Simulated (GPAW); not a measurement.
# VSi2As4 monolayer: work function by functional and basis, part 2 of 2

Wanted: work functions and dipole of VSi2As4 monolayer, with the cost of each level.

GPAW 26.7.0; GPAW, PAW setups; layer in a repeated cell with vacuum, relaxation of atoms and in-plane cell (the session's first sound run).

So far, upper work function (eV): step 3 (the slab's potential, PBE, GPAW) 4.96; step 5 (OptPBE vdW: xc = "optPBE-vdW", GPAW, PAW setups, GPAW) 5.16; step 6 (self-consistent run: xc = "vdW-DF2", GPAW, PAW setups, GPAW) 5.26; step 7 (self-consistent run: xc = "LDA") 5.23; step 8 (self-consistent run: xc = "revPBE") 4.85.

**9. Real-space grid: mode = "fd"**

Level of this step: GPAW, PAW setups; slab in vacuum (GPAW).

A real-space grid is a second complete basis, so it checks the plane-wave result.

run.py

```python
import json
import numpy as np
from ase import Atoms
from gpaw import GPAW

slab = Atoms(
    ['As', 'Si', 'As', 'V', 'As', 'Si', 'As'],
    positions=[
        [0.00000, 0.00000, 9.00000],
        [-0.00000, 2.10247, 10.11776],
        [-0.00000, 2.10247, 12.49730],
        [0.00000, -0.00000, 13.93486],
        [-0.00000, 2.10247, 15.37243],
        [-0.00000, 2.10247, 17.75196],
        [0.00000, 0.00000, 18.86973]],
    cell=[[3.64159, 0.0, 0.0], [-1.82079, 3.15371, 0.0], [0.0, 0.0, 27.8697]],
    pbc=[True, True, False],
    magmoms=[0.0, 0.0, 0.0, 1.0, 0.0, 0.0, 0.0])

slab.calc = GPAW(mode='fd', h=0.18, xc='PBE', kpts={'size': (9, 9, 1), 'gamma': True},
                 occupations={'name': 'fermi-dirac', 'width': 0.05}, nbands='200%',
                 convergence={'density': 1e-05}, maxiter=200,
                 poissonsolver={'dipolelayer': 'xy'},
                 symmetry={'tolerance': 1e-3}, txt='slab.txt')
result = {}
energy = slab.get_potential_energy()
fermi = slab.calc.get_fermi_level()
v = slab.calc.get_electrostatic_potential().mean((0, 1)) - fermi
n = slab.calc.get_pseudo_density().mean((0, 1))
L = slab.cell[2, 2]
z = np.arange(len(v)) * L / len(v)
low, high = slab.positions[:, 2].min(), slab.positions[:, 2].max()
below, above = np.interp([low - 6.8, high + 6.8], z, v)
slopes = [np.interp(x, z, np.gradient(v, z)) for x in (low - 6.8, high + 6.8)]
eps = np.array([[slab.calc.get_eigenvalues(k, s) for k in range(len(slab.calc.get_ibz_k_points()))]
                for s in range(slab.calc.get_number_of_spins())]) - fermi
top, bottom = eps[eps < 0].max(), eps[eps > 0].min()
dipole = slab.get_dipole_moment()[2]
print(f'energy {energy:.4f} eV, Fermi level {fermi:.4f} eV, dipole {dipole:.5f} e A')
print(f'potential 6.8 A off the faces, from the Fermi level: lower {below:.4f} eV, upper {above:.4f} eV')
print(f'slope of the potential there: lower {slopes[0]:.5f}, upper {slopes[1]:.5f} eV/A')
print(f'nearest levels on the mesh: {top:.4f} and {bottom:.4f} eV')
print('magnetic moment', round(slab.get_magnetic_moment(), 3))
result.update(energy=energy, fermi=fermi, dipole=dipole, below=below, above=above, slopes=slopes, edges=[top, bottom],
              z=z.tolist(), v=v.tolist(), n=n.tolist(), positions=slab.positions.tolist(),
              forces=slab.get_forces(apply_constraint=False).tolist(), moments=slab.get_magnetic_moments().tolist())
json.dump(result, open('result.json', 'w'))
```

The run is started by

```bash
$ OMP_NUM_THREADS=1 OPENBLAS_NUM_THREADS=1 python run.py
```

The program printed:

```text
energy -38.7761 eV, Fermi level -4.9662 eV, dipole 0.00055 e A
potential 6.8 A off the faces, from the Fermi level: lower 4.9704 eV, upper 4.9620 eV
slope of the potential there: lower -0.00000, upper 0.00000 eV/A
nearest levels on the mesh: -0.0828 and 0.0715 eV
magnetic moment 0.976
```

It took 7.1 min on 1 thread of Arm Neoverse V1, shared host; peak memory 1.1 GiB.

Numbers from this step:

- dipole along the normal: 5.46e-4 e·Å
- levels nearest the Fermi level on the mesh: -0.08283, 0.07145 eV from the Fermi level
- upper work function: 4.962 eV
- lower work function: 4.970 eV
- site moments: -8.08e-4, 0.008685, -0.05049, 0.9202, -0.05049, 0.008685, -8.08e-4 μB
- sum of the site moments: 0.8350 μB

The upper face's work function is 4.962 eV, against 4.960 eV in the first plane-wave PBE run at this geometry.

**10. Atomic orbitals: mode = "lcao"**

Atom-centred orbitals end a few angstrom from the surface, which tests how much the density's tail matters.

Changes to run.py since step 9:

```diff
@@ -19,4 +19,4 @@
 
-slab.calc = GPAW(mode='fd', h=0.18, xc='PBE', kpts={'size': (9, 9, 1), 'gamma': True},
-                 occupations={'name': 'fermi-dirac', 'width': 0.05}, nbands='200%',
+slab.calc = GPAW(mode='lcao', basis='dzp', h=0.18, xc='PBE', kpts={'size': (9, 9, 1), 'gamma': True},
+                 occupations={'name': 'fermi-dirac', 'width': 0.05}, nbands='120%',
                  convergence={'density': 1e-05}, maxiter=200,
```

The program printed:

```text
energy -37.7640 eV, Fermi level -4.7419 eV, dipole 0.00055 e A
potential 6.8 A off the faces, from the Fermi level: lower 4.7461 eV, upper 4.7377 eV
slope of the potential there: lower -0.00000, upper -0.00000 eV/A
nearest levels on the mesh: -0.0765 and 0.0661 eV
magnetic moment 0.973
```

The job ended after 4.6 min (1 thread; peak memory 0.37 GiB).

Numbers from this step:

```yaml
levels_nearest_the_fermi_level_on_the_mesh: -0.07645, 0.06610 eV from the Fermi level
upper_work_function: 4.738 eV
lower_work_function: 4.746 eV
site_moments: -7.31e-4, 0.008922, -0.05124, 0.9223, -0.05124, 0.008922, -7.31e-4 μB
sum_of_the_site_moments: 0.8362 μB
```

The electrostatic potential energy of an electron (without an applied field's), less the Fermi level, planar mean oscillates, so the rows of the table below give means over windows of 1 Å about each position, cut where the curve ends. Its maxima inside the range that stand out by 2 % of the span (Å: eV): 9.6: -9.51, 11.3: 2.02, 13.2: -4.78, 14.6: -4.78, 16.5: 2.01, 18.2: -9.51. Its minima: 9.0: -14.5, 10.1: -11.4, 12.5: -12.8, 13.9: -11.0, 15.4: -12.8, 17.8: -11.4, 18.8: -14.5.

Electrostatic potential energy of an electron (without an applied field's), less the Fermi level, planar mean against z; means over each step:

```csv
z (Å),"electrostatic potential energy of an electron (without an applied field's), less the Fermi level, planar mean (eV)"
0,4.75
1,4.75
2,4.75
3,4.75
4,4.75
5,4.75
6,4.74
7,4.62
8,1.51
9,-11.4
10,-9.84
11,-0.294
12,-4.95
13,-7.72
14,-8.85
15,-8.55
16,-3.11
17,-1.44
18,-10.3
19,-10.4
20,2.48
21,4.66
22,4.74
23,4.74
24,4.74
25,4.74
26,4.74
27,4.74
```

The upper face's work function is 4.738 eV, against 4.960 eV in the first plane-wave PBE run at this geometry.

**11. Cost and result by level**

Times are for 1 thread of Arm Neoverse V1, shared host. The series side by side:

| no. | run | upper work function (eV) | lower work function (eV) | time | memory (GiB) |
| --- | --- | --- | --- | --- | --- |
| 1 | pw | 4.960 | 4.968 | 3.1 min | 0.36 |
| 2 | RPBE | 4.846 | 4.854 | 3.1 min | 0.36 |
| 3 | optPBE vdW | 5.158 | 5.166 | 3.6 min | 0.59 |
| 4 | vdW DF2 | 5.264 | 5.273 | 3.6 min | 0.59 |
| 5 | LDA | 5.226 | 5.234 | 2.8 min | 0.34 |
| 6 | revPBE | 4.851 | 4.859 | 3.1 min | 0.36 |
| 7 | fd | 4.962 | 4.970 | 7.1 min | 1.1 |
| 8 | lcao | 4.738 | 4.746 | 4.6 min | 0.37 |

**12. Side by side**

Results and costs are gathered.

This step: comparison of work functions, dipole and cost (GPAW 26.7.0).

Ladder, by row:

```
      step  code  work function, upper (eV)  work function, lower (eV)  dipole (e Å)  wall time (s)  peak memory (GiB)  threads
        pw  GPAW                       4.96                      4.968       3.80e-4          184.2               0.36        1
      RPBE  GPAW                      4.846                      4.854       3.81e-4          184.3               0.36        1
optPBE-vdW  GPAW                      5.158                      5.166       3.81e-4          214.6               0.59        1
   vdW-DF2  GPAW                      5.264                      5.273       3.82e-4          213.3               0.59        1
       LDA  GPAW                      5.226                      5.234       3.78e-4          166.4               0.34        1
    revPBE  GPAW                      4.851                      4.859       3.80e-4          185.2               0.36        1
        fd  GPAW                      4.962                       4.97       5.46e-4          423.5               1.05        1
      lcao  GPAW                      4.738                      4.746       5.46e-4            278               0.37        1
```

**13. Outcome**

```yaml
work_function_upper_and_lower_face: 4.960 and 4.968 eV
dipole_along_the_normal: 3.8e-4 e Å, near the numerical noise
```

What this shows: With plane waves and PBE the work function is 4.96 eV on the upper face and 4.97 eV on the lower. Over the sound runs of the table the upper face's work function spans 4.738 (lcao) to 5.264 eV (vdW-DF2). Atomic orbitals miss the plane-wave value by -0.22 eV, since they describe the tail of the density in the vacuum poorly. The small printed dipole stands for a step of -6.0 meV from the lower to the upper face, and the probes find -8.4 meV; values this small are near the numerical noise of both. One magnetic start was tried; another order may lie lower. The layer's cell and atoms come from the relaxation; spin-orbit coupling and temperature are left out.

[Logs are printed without paths, hosts, clocks, repeated set-up lines and the standing remarks that a program may print on its own settings, such as how far it seeks lower states.]

[Hosts, paths, dates, database ids (printed as entryN), source tags and the programs' standing remarks are cut or masked in the printed files.]
